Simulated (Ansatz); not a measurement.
# LiBe in Pmma, a phase reached by a soft mode: following an unstable mode, part 2 of 3

Aim: this structure of LiBe in Pmma, a phase reached by a soft mode is to be tested for unstable modes, and one is followed downhill.

Ansatz 0.2.0; DFT PBEsol, scalar-relativistic, plane waves, PAW; PAW set soft_1.

So far. Step 4 (The mode frozen in, largest atomic shift 0.45 Å): The run ends at a pressure of -1.64 GPa, with forces up to 0.45 eV/Å. Step 5 (Energy along the mode, all amplitudes (two of the runs …): The lowest of the steps tried is at 0.45 Å, 48.1 meV/atom below the parent; the bottom of the well need not coincide with a step.

## (6) Relaxing from the distorted cell

Starting from the lowest point found, all atoms and the cell are let go, so that strain and other modes of the same symmetry can join in.

input.yaml

```yaml
crystal:
  lattice:
    - [4.0029917923, 0.0, 0.0]
    - [0.0, 2.3002298331, 0.0]
    - [0.0, 0.0, 4.8048219967]
  atoms:
    - { symbol: Li, position: [0.25, 0.0179731801, 0.1436367237] }
    - { symbol: Li, position: [0.75, -0.0179731801, 0.8563632763] }
    - { symbol: Be, position: [0.25, 0.3043673752, 0.611800186] }
    - { symbol: Be, position: [0.75, 0.6956326248, 0.388199814] }
kpoints:
  mp_grid: { grid: [10, 18, 10] }
hamiltonian:
  xc: pbesol
  pseudopotentials: { kind: paw, azcp: { folder: soft_1 }, xc_functional: pbe }
scf:
  occupations: { method: methfessel_paxton, width: 0.2 }
output:
  forces: true
  stress: true
  eigenvalues: true
relax:
  adjacent_minimum: "off"
  f_tol: 0.002
  max_steps: 120
  cell: { stress_tol: 0.03 }
```

On the command line:

```sh
ansatz run input.yaml --threads 4 --pin off --max-ram 10240MiB --backend cpu --events-out ev --progress --plain --runs-dir out
```

Numbers of over 12 decimals in the logs are rounded to 6 here.

Log:

```text
[...]
Crystal: 4 atoms, lattice volume = 44.242 Å³
Basis set: ecut = 420 eV, 851 PW (Γ), exchange–correlation on 54×32×72 points (8 copies of the dense FFT grid, shifted against one another)
Bands: 9, of which v1, the nominal top of the filled ones, is band 5 counted from 1 (4 counted from 0)
Symmetry: 4 space group operations
[...]
k-points: 552 of 1800
[...]
SCF iter   1: F=—  HF=-585.869079 eV  |F-HF|=—  |Δ(HF+E_count)|=         —  Δρ=9.32e-3  dr2=3.67e-2  ethr=3.10e-3  ⟨swp⟩=5.3  Hψ=31781  notcnv=0
[...]
SCF iter   7: F=-585.826930 eV  HF=-585.826930 eV  |F-HF|=1.91e-8  |Δ(HF+E_count)|=   3.50e-7  S|Δr|=    0.00e0  Δρ=4.55e-6  dr2=2.84e-8  ethr=1.00e-9  ⟨swp⟩=3.1  Hψ=17662  notcnv=0
SCF 1 converged in 7 iterations: F = -585.826930 eV  dr2 = 2.84e-8
[...]
relax step   1: F+E_penalty+E_count = -585.82692986 eV  Δ(F+E_penalty+E_count) = +0.000e0 eV  max|allowed force component| = 4.414e-1 eV/Å  Δτ_max = 0.0000 Å  P = -1.638 GPa  Ω = 44.242 Å³  (7 SCF iters, dr2 threshold 1.00e-7 eV, accepted)
Crystal: 4 atoms, lattice volume = 43.777 Å³
Basis set: ecut = 420 eV, 861 PW (Γ), exchange–correlation on 54×32×72 points (8 copies of the dense FFT grid, shifted against one another)
[...]
iter 1 solved again at ethr=4.34e-4 eV; its pass at ethr=3.10e-3 eV (dr2=4.34e-2 eV) is discarded
[...]
SCF iter   6: F=-585.950474 eV  HF=-585.950474 eV  |F-HF|=6.21e-10  |Δ(HF+E_count)|=   2.88e-8  S|Δr|=    0.00e0  Δρ=1.40e-6  dr2=1.16e-9  ethr=1.10e-9  ⟨swp⟩=2.0  Hψ=15218  notcnv=0
SCF 2 converged in 6 iterations: F = -585.950474 eV  dr2 = 1.16e-9
relax step   2: F+E_penalty+E_count = -585.95047436 eV  Δ(F+E_penalty+E_count) = -1.235e-1 eV  max|allowed force component| = 1.484e-1 eV/Å  Δτ_max = 0.1204 Å  P = -0.709 GPa  Ω = 43.777 Å³  energy of the carried Pulay correction = +2.450e-5 eV  (6 SCF iters, dr2 threshold 4.00e-7 eV, accepted)
Crystal: 4 atoms, lattice volume = 43.357 Å³
[...]
SCF iter   5: F=-585.985400 eV  HF=-585.985400 eV  |F-HF|=5.31e-8  |Δ(HF+E_count)|=   4.82e-7  S|Δr|=    0.00e0  Δρ=9.12e-6  dr2=8.19e-8  ethr=4.00e-9  ⟨swp⟩=5.7  Hψ=26872  notcnv=0
SCF 3 converged in 5 iterations: F = -585.985400 eV  dr2 = 8.19e-8
relax step   3: F+E_penalty+E_count = -585.98540005 eV  Δ(F+E_penalty+E_count) = -3.493e-2 eV  max|allowed force component| = 1.272e-1 eV/Å  Δτ_max = 0.0369 Å  P = +0.169 GPa  Ω = 43.357 Å³  energy of the carried Pulay correction = +4.685e-5 eV  (5 SCF iters, dr2 threshold 4.00e-7 eV, accepted)
[... from here on, the SCF cycles and remarks between the steps are left out ...]
relax step   4: F+E_penalty+E_count = -585.99782475 eV  Δ(F+E_penalty+E_count) = -1.242e-2 eV  max|allowed force component| = 3.446e-2 eV/Å  Δτ_max = 0.0403 Å  P = +0.605 GPa  Ω = 43.429 Å³  energy of the carried Pulay correction = +4.297e-5 eV  (5 SCF iters, dr2 threshold 4.00e-7 eV, accepted)
relax step   5: F+E_penalty+E_count = -586.00485987 eV  Δ(F+E_penalty+E_count) = -7.035e-3 eV  max|allowed force component| = 3.860e-2 eV/Å  Δτ_max = 0.0108 Å  P = -0.322 GPa  Ω = 44.204 Å³  energy of the carried Pulay correction = +1.968e-6 eV  (5 SCF iters, dr2 threshold 4.00e-7 eV, accepted)
relax step   6: F+E_penalty+E_count = -586.01039326 eV  Δ(F+E_penalty+E_count) = -5.533e-3 eV  max|allowed force component| = 2.758e-2 eV/Å  Δτ_max = 0.0853 Å  P = -0.125 GPa  Ω = 44.362 Å³  energy of the carried Pulay correction = -6.288e-6 eV  (5 SCF iters, dr2 threshold 4.00e-7 eV, accepted)
relax step   7: F+E_penalty+E_count = -586.01417534 eV  Δ(F+E_penalty+E_count) = -3.782e-3 eV  max|allowed force component| = 5.636e-2 eV/Å  Δτ_max = 0.1858 Å  P = +0.292 GPa  Ω = 44.536 Å³  energy of the carried Pulay correction = -1.536e-5 eV  (5 SCF iters, dr2 threshold 4.00e-7 eV, accepted)
relax step   8: F+E_penalty+E_count = -586.01544075 eV  Δ(F+E_penalty+E_count) = -1.265e-3 eV  max|allowed force component| = 7.153e-3 eV/Å  Δτ_max = 0.0704 Å  P = +0.298 GPa  Ω = 44.398 Å³  energy of the carried Pulay correction = -8.184e-6 eV  (5 SCF iters, dr2 threshold 4.00e-7 eV, accepted)
relax step   9: F+E_penalty+E_count = -586.01613560 eV  Δ(F+E_penalty+E_count) = -6.949e-4 eV  max|allowed force component| = 5.997e-3 eV/Å  Δτ_max = 0.0105 Å  P = -0.001 GPa  Ω = 44.651 Å³  energy of the carried Pulay correction = -2.132e-5 eV  (4 SCF iters, dr2 threshold 4.00e-7 eV, accepted)
relax step  10: F+E_penalty+E_count = -586.01640770 eV  Δ(F+E_penalty+E_count) = -2.721e-4 eV  max|allowed force component| = 2.910e-2 eV/Å  Δτ_max = 0.0062 Å  P = -0.023 GPa  Ω = 44.771 Å³  energy of the carried Pulay correction = -2.756e-5 eV  (5 SCF iters, dr2 threshold 9.47e-8 eV, accepted)
relax step  11: F+E_penalty+E_count = -586.01656495 eV  Δ(F+E_penalty+E_count) = -1.572e-4 eV  max|allowed force component| = 7.143e-3 eV/Å  Δτ_max = 0.0109 Å  P = +0.052 GPa  Ω = 44.830 Å³  energy of the carried Pulay correction = -3.063e-5 eV  (5 SCF iters, dr2 threshold 6.39e-8 eV, accepted)
relax step  12: F+E_penalty+E_count = -586.01651563 eV  Δ(F+E_penalty+E_count) = +4.932e-5 eV  max|allowed force component| = 8.193e-3 eV/Å  Δτ_max = 0.0058 Å  P = -0.159 GPa  Ω = 44.994 Å³  energy of the carried Pulay correction = -3.908e-5 eV  (4 SCF iters, dr2 threshold 3.44e-8 eV, rejected (line search))
relax step  13: F+E_penalty+E_count = -586.01662736 eV  Δ(F+E_penalty+E_count) = -6.241e-5 eV  max|allowed force component| = 1.527e-3 eV/Å  Δτ_max = 0.0044 Å  P = -0.026 GPa  Ω = 44.865 Å³  energy of the carried Pulay correction = -3.244e-5 eV  (7 SCF iters, accepted)
relax step  14: F+E_penalty+E_count = -586.01664683 eV  Δ(F+E_penalty+E_count) = -1.947e-5 eV  max|allowed force component| = 4.777e-4 eV/Å  Δτ_max = 0.0043 Å  P = +0.007 GPa  Ω = 44.812 Å³  energy of the carried Pulay correction = -2.966e-5 eV  (4 SCF iters, dr2 threshold 8.40e-9 eV, accepted)
relax step  15: F+E_penalty+E_count = -586.02087151 eV  Δ(F+E_penalty+E_count) = -4.225e-3 eV  max|allowed force component| = 4.183e-4 eV/Å  Δτ_max = 0.0000 Å  P = +0.101 GPa  Ω = 44.812 Å³  stress off target by 2.70e-1 GPa  SCF on the basis re-selected at this cell (its energy is not comparable with the rows above)  (6 SCF iters)
relax step  16: F+E_penalty+E_count = -586.02167471 eV  Δ(F+E_penalty+E_count) = -8.032e-4 eV  max|allowed force component| = 7.170e-3 eV/Å  Δτ_max = 0.0047 Å  P = -0.053 GPa  Ω = 45.040 Å³  energy of the carried Pulay correction = -1.090e-5 eV  (4 SCF iters, dr2 threshold 1.83e-7 eV, accepted)
relax step  17: F+E_penalty+E_count = -586.02229754 eV  Δ(F+E_penalty+E_count) = -6.228e-4 eV  max|allowed force component| = 9.423e-3 eV/Å  Δτ_max = 0.0059 Å  P = -0.009 GPa  Ω = 45.148 Å³  energy of the carried Pulay correction = -1.368e-5 eV  (5 SCF iters, dr2 threshold 1.14e-7 eV, accepted)
relax step  18: F+E_penalty+E_count = -586.02237258 eV  Δ(F+E_penalty+E_count) = -7.505e-5 eV  max|allowed force component| = 9.968e-3 eV/Å  Δτ_max = 0.0039 Å  P = -0.000 GPa  Ω = 45.118 Å³  energy of the carried Pulay correction = -1.222e-5 eV  (3 SCF iters, dr2 threshold 1.52e-7 eV, accepted)
relax step  19: F+E_penalty+E_count = -586.02179302 eV  Δ(F+E_penalty+E_count) = +5.796e-4 eV  max|allowed force component| = 6.286e-2 eV/Å  Δτ_max = 0.0264 Å  P = -0.121 GPa  Ω = 44.770 Å³  energy of the carried Pulay correction = +6.839e-6 eV  (5 SCF iters, dr2 threshold 1.85e-7 eV, rejected (line search))
relax step  20: F+E_penalty+E_count = -586.02262656 eV  Δ(F+E_penalty+E_count) = -2.540e-4 eV  max|allowed force component| = 3.906e-2 eV/Å  Δτ_max = 0.0160 Å  P = +0.029 GPa  Ω = 44.946 Å³  energy of the carried Pulay correction = -3.092e-6 eV  (7 SCF iters, accepted)
relax step  21: F+E_penalty+E_count = -586.02194115 eV  Δ(F+E_penalty+E_count) = +6.854e-4 eV  max|allowed force component| = 7.259e-2 eV/Å  Δτ_max = 0.0192 Å  P = +0.043 GPa  Ω = 44.808 Å³  energy of the carried Pulay correction = +5.643e-6 eV  (5 SCF iters, dr2 threshold 9.54e-8 eV, rejected (line search))
relax step  22: F+E_penalty+E_count = -586.02281547 eV  Δ(F+E_penalty+E_count) = -1.889e-4 eV  max|allowed force component| = 2.428e-2 eV/Å  Δτ_max = 0.0160 Å  P = +0.005 GPa  Ω = 44.865 Å³  energy of the carried Pulay correction = +2.314e-6 eV  (7 SCF iters, accepted)
relax step  23: F+E_penalty+E_count = -586.02318319 eV  Δ(F+E_penalty+E_count) = -3.677e-4 eV  max|allowed force component| = 1.723e-3 eV/Å  Δτ_max = 0.0050 Å  P = +0.019 GPa  Ω = 44.880 Å³  energy of the carried Pulay correction = +1.923e-6 eV  (5 SCF iters, dr2 threshold 1.41e-7 eV, accepted)
relax step  24: F+E_penalty+E_count = -586.02323407 eV  Δ(F+E_penalty+E_count) = -5.088e-5 eV  max|allowed force component| = 1.822e-3 eV/Å  Δτ_max = 0.0014 Å  P = -0.032 GPa  Ω = 44.965 Å³  energy of the carried Pulay correction = -2.160e-6 eV  (4 SCF iters, dr2 threshold 1.93e-8 eV, accepted)
relax step  25: F+E_penalty+E_count = -586.02365333 eV  Δ(F+E_penalty+E_count) = -4.193e-4 eV  max|allowed force component| = 1.297e-2 eV/Å  Δτ_max = 0.0089 Å  P = -0.120 GPa  Ω = 45.197 Å³  energy of the carried Pulay correction = -1.139e-5 eV  (6 SCF iters, dr2 threshold 2.14e-8 eV, accepted)
relax step  26: F+E_penalty+E_count = -586.02386425 eV  Δ(F+E_penalty+E_count) = -2.109e-4 eV  max|allowed force component| = 1.830e-2 eV/Å  Δτ_max = 0.0104 Å  P = -0.151 GPa  Ω = 45.462 Å³  energy of the carried Pulay correction = -2.204e-5 eV  (5 SCF iters, dr2 threshold 2.21e-7 eV, accepted)
relax step  27: F+E_penalty+E_count = -586.02408839 eV  Δ(F+E_penalty+E_count) = -2.241e-4 eV  max|allowed force component| = 7.812e-3 eV/Å  Δτ_max = 0.0050 Å  P = -0.041 GPa  Ω = 45.304 Å³  energy of the carried Pulay correction = -1.445e-5 eV  (4 SCF iters, dr2 threshold 3.04e-7 eV, accepted)
relax step  28: F+E_penalty+E_count = -586.02410937 eV  Δ(F+E_penalty+E_count) = -2.099e-5 eV  max|allowed force component| = 1.195e-2 eV/Å  Δτ_max = 0.0036 Å  P = -0.016 GPa  Ω = 45.263 Å³  energy of the carried Pulay correction = -1.168e-5 eV  (4 SCF iters, dr2 threshold 2.97e-8 eV, accepted)
relax step  29: F+E_penalty+E_count = -586.02414750 eV  Δ(F+E_penalty+E_count) = -3.813e-5 eV  max|allowed force component| = 7.481e-4 eV/Å  Δτ_max = 0.0038 Å  P = +0.006 GPa  Ω = 45.253 Å³  energy of the carried Pulay correction = -1.093e-5 eV  (4 SCF iters, dr2 threshold 8.92e-9 eV, accepted)
relax step  30: F+E_penalty+E_count = -586.02414887 eV  Δ(F+E_penalty+E_count) = -1.370e-6 eV  max|allowed force component| = 5.478e-4 eV/Å  Δτ_max = 0.0002 Å  P = +0.002 GPa  Ω = 45.263 Å³  energy of the carried Pulay correction = -1.127e-5 eV  (5 SCF iters, accepted)
Basis set: ecut = 420 eV, 877 PW (Γ), exchange–correlation on 50×32×90 points (8 copies of the dense FFT grid, shifted against one another)
[...]
SCF iter   6: F=-586.024442 eV  HF=-586.024442 eV  |F-HF|=4.55e-13  |Δ(HF+E_count)|=  6.40e-11  S|Δr|=    0.00e0  Δρ=6.47e-8  dr2=1.67e-12  ethr=1.00e-12  ⟨swp⟩=4.9  Hψ=16594  notcnv=0
SCF 31 converged in 6 iterations: F = -586.024442 eV  dr2 = 1.67e-12
relax step  31: F+E_penalty+E_count = -586.02444231 eV  Δ(F+E_penalty+E_count) = -2.934e-4 eV  max|allowed force component| = 5.265e-4 eV/Å  Δτ_max = 0.0000 Å  P = +0.011 GPa  Ω = 45.263 Å³  stress off target by 2.68e-2 GPa  SCF on the basis re-selected at this cell (its energy is not comparable with the rows above)  (6 SCF iters)
[...]
SCF converged after 6 iterations
[...]
Free energy (F): -586.024442 eV
[...]
Internal energy: -586.025550 eV  (E = F + TS)
E sigma→0 (E₀):  -586.024719 eV
Entropy (-TS):   0.001107 eV (0.277 meV/atom)
Fermi energy:    3.829766 eV
[...]
--- Forces (eV/Å), atoms counted from 1 ---
  atom   1  Li    -0.00000000     0.00030232     0.00031946
  atom   2  Li     0.00000000    -0.00030232    -0.00031946
  atom   3  Be     0.00000000     0.00003215    -0.00052653
  atom   4  Be    -0.00000000    -0.00003215     0.00052653
  max |Σ_I F_I| component: 0.00e0 eV/Å
--- Stress (GPa, compression-positive) ---
        0.008255       0.000000      -0.000000
        0.000000       0.007153      -0.013439
       -0.000000      -0.013439       0.017575
  P = ⅓ Tr σ = 0.0110 GPa (0.110 kbar)
--- Band table (eV; the first three rows and the last of 552) ---
[...]
--- Relaxed structure (29 steps of the walk, 26 accepted, 2 SCFs on fresh bases) ---
  F+E_penalty+E_count = -586.02444231 eV   max|allowed force component| = 5.265e-4 eV/Å   (the final SCF, on the basis selected at the relaxed cell)
  cell:  # Å, volume = 45.2626 Å³
    - [3.595010, -1.0573981004170782e-16, 6.100813264372218e-17]
    - [-6.076102031288775e-17, 2.219650, -0.547287]
    - [7.322853328553096e-17, -1.143197, 5.954109]
  atoms:
    - { symbol: Li, position: [0.250000, -0.101364, 0.156136] }
    - { symbol: Li, position: [0.75, 0.101364, 0.843864] }
    - { symbol: Be, position: [0.250000, 0.329089, 0.575234] }
    - { symbol: Be, position: [0.75, 0.670911, 0.424766] }
```

Wall time 2.1 min (4 threads of Arm Neoverse V1, shared host); peak memory 0.56 GiB.

Relaxation path (22 of 31):

| step | energy less that of the first step (eV) | largest force component (eV/Å) | pressure (GPa) | volume (Å³) |
| --- | --- | --- | --- | --- |
| 1 | 0.0000 | 0.4414 | -1.64 | 44.24 |
| 2 | -0.1235 | 0.1484 | -0.71 | 43.78 |
| 4 | -0.1709 | 0.0345 | 0.61 | 43.43 |
| 5 | -0.1779 | 0.0386 | -0.32 | 44.20 |
| 7 | -0.1872 | 0.0564 | 0.29 | 44.54 |
| 8 | -0.1885 | 0.0072 | 0.30 | 44.40 |
| 10 | -0.1895 | 0.0291 | -0.02 | 44.77 |
| 11 | -0.1896 | 0.0071 | 0.05 | 44.83 |
| 12 | -0.1896 | 0.0082 | -0.16 | 44.99 |
| 14 | -0.1897 | 0.0005 | 0.01 | 44.81 |
| 15* | -0.1939 | 0.0004 | 0.10 | 44.81 |
| 17 | -0.1954 | 0.0094 | -0.01 | 45.15 |
| 18 | -0.1954 | 0.0100 | 0.00 | 45.12 |
| 20 | -0.1957 | 0.0391 | 0.03 | 44.95 |
| 21 | -0.1950 | 0.0726 | 0.04 | 44.81 |
| 22 | -0.1959 | 0.0243 | 0.01 | 44.86 |
| 24 | -0.1963 | 0.0018 | -0.03 | 44.96 |
| 25 | -0.1967 | 0.0130 | -0.12 | 45.20 |
| 27 | -0.1972 | 0.0078 | -0.04 | 45.30 |
| 28 | -0.1972 | 0.0119 | -0.02 | 45.26 |
| 30 | -0.1972 | 0.0005 | 0.00 | 45.26 |
| 31* | -0.1975 | 0.0005 | 0.01 | 45.26 |

Relaxation steps marked * repeat the geometry before them on a plane-wave basis chosen anew for their cell, so energy and pressure can jump there. Other such steps can lie between the rows shown. Relaxation steps 12, 19, 21 were tried and not accepted.

The run keeps the 4 symmetry operations that it works with, so distortions that break them were not tested.

| cell as run | before | after | change |
| --- | --- | --- | --- |
| a (Å) | 4.003 | 3.595 | -10.2 % |
| b (Å) | 2.300 | 2.286 | -0.6 % |
| c (Å) | 4.805 | 6.063 | +26.2 % |
| α (°) | 90.00 | 114.72 | +27.5 % |
| volume (Å³/atom) | 11.06 | 11.32 | +2.3 % |

The atoms that moved most (Å, as changes of fractional coordinates times the final cell):

| atom | dx | dy | dz | length |
| --- | --- | --- | --- | --- |
| Li1 | 0.000 | -0.279 | 0.140 | 0.312 |
| Li2 | 0.000 | 0.279 | -0.140 | 0.312 |
| Be3 | 0.000 | 0.097 | -0.231 | 0.251 |
| Be4 | 0.000 | -0.097 | 0.231 | 0.251 |

Final coordinates:

```xyz
4
Lattice="3.5950 0.0000 0.0000 0.0000 2.2196 -0.5473 0.0000 -1.1432 5.9541" Properties=species:S:1:pos:R:3 pbc="T T T"
Li    0.8988   -0.4035    0.9851
Li    2.6963   -0.7397    4.9690
Be    0.8988    0.0729    3.2449
Be    2.6963    1.0036    2.1619
```

This step gave:

| Quantity | Value |
| --- | --- |
| pressure | 0.01099 GPa |
| volume per atom | 11.32 Å³ |

The distorted start has space group P2_1/m; the relaxation ends in P2_1/m.

## (7) The new phase in its own primitive cell

The relaxed structure is symmetrised, reduced to its primitive cell and relaxed tightly, as its phonons need.

input.yaml, the sections that differ from step 6:

```yaml
crystal:
  lattice:
    - [2.2861251652, 0.0, 0.0]
    - [0.0, 3.5950104532, 0.0]
    - [-0.2492129694, 0.0, 5.5073019297]
  atoms:
    - { symbol: Li, position: [0.742499375, 0.25, 0.1561363411] }
    - { symbol: Li, position: [0.257500625, 0.75, 0.8438636589] }
    - { symbol: Be, position: [0.7538547643, 0.25, 0.5752338501] }
    - { symbol: Be, position: [0.2461452357, 0.75, 0.4247661499] }
kpoints:
  mp_grid: { grid: [18, 12, 8] }
relax:
  adjacent_minimum: "off"
  f_tol: 0.001
  max_steps: 60
  cell: { stress_tol: 0.01 }
# hamiltonian, scf, output: as in step 6
```

Log:

```text
[...]
Crystal: 4 atoms, lattice volume = 45.263 Å³
Basis set: ecut = 420 eV, 877 PW (Γ), exchange–correlation on 32×50×80 points (8 copies of the dense FFT grid, shifted against one another)
Bands: 9, of which v1, the nominal top of the filled ones, is band 5 counted from 1 (4 counted from 0)
Symmetry: 4 space group operations
[...]
k-points: 518 of 1728
[...]
cell:  # Å, volume = 45.1528 Å³
    - [2.282152, 5.477324981850515e-18, 0.024668]
    - [8.61328192570919e-18, 3.610059, -3.781613931654811e-18]
    - [-0.189355, -6.390254372617876e-18, 5.478523]
  atoms:
    - { symbol: Li, position: [0.747068, 0.250000, 0.155278] }
    - { symbol: Li, position: [0.252932, 0.750000, 0.844722] }
    - { symbol: Be, position: [0.751842, 0.250000, 0.575966] }
    - { symbol: Be, position: [0.248158, 0.750000, 0.424034] }
[key lines of the parts left out:]
SCF converged after 6 iterations
Free energy (F): -586.025159 eV
Fermi energy:    3.861676 eV
P = ⅓ Tr σ = -0.0007 GPa (-0.007 kbar)
```

Elapsed: 58 s, on 4 threads; peak memory 0.54 GiB; 3.7 min of CPU time.

[end of part 2 of 3]

[Logs are printed without paths, hosts, clocks, repeated set-up lines and the standing remarks that a program may print on its own settings, such as how far it seeks lower states.]

[Hosts, paths, dates, database ids (printed as entryN), source tags and the programs' standing remarks are cut or masked in the printed files.]
